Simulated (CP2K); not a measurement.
Nitrosoacetaldehyde has these distinct C atoms: C2 (bonded to C, O and H) and C3 (bonded to C, N and 2 H).

```xyz
8

O    -1.6635    0.8576   -0.7052
C    -1.1546    0.1278    0.1208
C     0.3025   -0.3155    0.1342
N     1.0941    0.2759   -0.9902
O     2.0948    0.8581   -0.6124
H    -1.7458   -0.2849    0.9766
H     0.3076   -1.4069   -0.0394
H     0.7650   -0.1119    1.1154
```

Their partial C K spectra (CP2K XAS_TDP, all-electron GAPW, PBEh(45%), aug-cc-pVDZ, TDA, GW2X-corrected core level, no relativity) are given in random order, each times the number of alike atoms.

Gaussian full width 0.5 eV, oscillator strength per eV, alike atoms added, rows of zeros left out:

| E (eV) | curve 1 | curve 2 |
| --- | --- | --- |
| 288.00 | 0.000 | 0.001 |
| 288.25 | 0.000 | 0.014 |
| 288.50 | 0.000 | 0.082 |
| 288.75 | 0.000 | 0.123 |
| 289.00 | 0.000 | 0.046 |
| 289.25 | 0.000 | 0.004 |
| 290.50 | 0.002 | 0.000 |
| 290.75 | 0.021 | 0.000 |
| 291.00 | 0.048 | 0.000 |
| 291.25 | 0.030 | 0.000 |
| 291.50 | 0.027 | 0.001 |
| 291.75 | 0.073 | 0.005 |
| 292.00 | 0.068 | 0.008 |
| 292.25 | 0.019 | 0.004 |
| 292.50 | 0.002 | 0.000 |
| 292.75 | 0.001 | 0.000 |
| 293.00 | 0.001 | 0.000 |
| 293.25 | 0.005 | 0.001 |
| 293.50 | 0.020 | 0.010 |
| 293.75 | 0.031 | 0.030 |
| 294.00 | 0.032 | 0.022 |
| 294.25 | 0.037 | 0.004 |
| 294.50 | 0.035 | 0.001 |
| 294.75 | 0.035 | 0.003 |
| 295.00 | 0.026 | 0.006 |
| 295.25 | 0.016 | 0.007 |
| 295.50 | 0.016 | 0.003 |
| 295.75 | 0.027 | 0.001 |
| 296.00 | 0.026 | 0.008 |
| 296.25 | 0.012 | 0.020 |
| 296.50 | 0.005 | 0.023 |
| 296.75 | 0.002 | 0.016 |
| 297.00 | 0.003 | 0.013 |
| 297.25 | 0.003 | 0.017 |
| 297.50 | 0.004 | 0.012 |
| 297.75 | 0.009 | 0.009 |
| 298.00 | 0.010 | 0.013 |
| 298.25 | 0.008 | 0.019 |
| 298.50 | 0.011 | 0.028 |
| 298.75 | 0.021 | 0.036 |
| 299.00 | 0.032 | 0.034 |
| 299.25 | 0.020 | 0.016 |
| 299.50 | 0.008 | 0.006 |
| 299.75 | 0.012 | 0.004 |
| 300.00 | 0.016 | 0.002 |
| 300.25 | 0.011 | 0.004 |

Question: Which curve belongs to which atom?

Curve 1: C3 (bonded to C, N and 2 H), leading line at 291.02 eV (f = 0.026 an atom), ionisation energy 293.86 eV, term value 2.84 eV. Curve 2: C2 (bonded to C, O and H), leading line at 288.70 eV (f = 0.067 an atom), ionisation energy 296.34 eV, term value 7.64 eV. The leading line of an atom is its first one with 35 % of the strongest within 2.5 eV of its lowest line over the strength cut. A line lies at the core ionisation energy, which rises as an atom loses charge to its neighbours or to a π system, less the term value, which is large for a low π* or σ* orbital with weight on that atom.

[Banner, clock and machine lines of the logs are left out without a mark of their own.]

[Logs are printed without paths, hosts, clocks, repeated set-up lines and the standing remarks that a program may print on its own settings, such as how far it seeks lower states.]

[Hosts, paths, dates, database ids (printed as entryN), source tags and the programs' standing remarks are cut or masked in the printed files.]
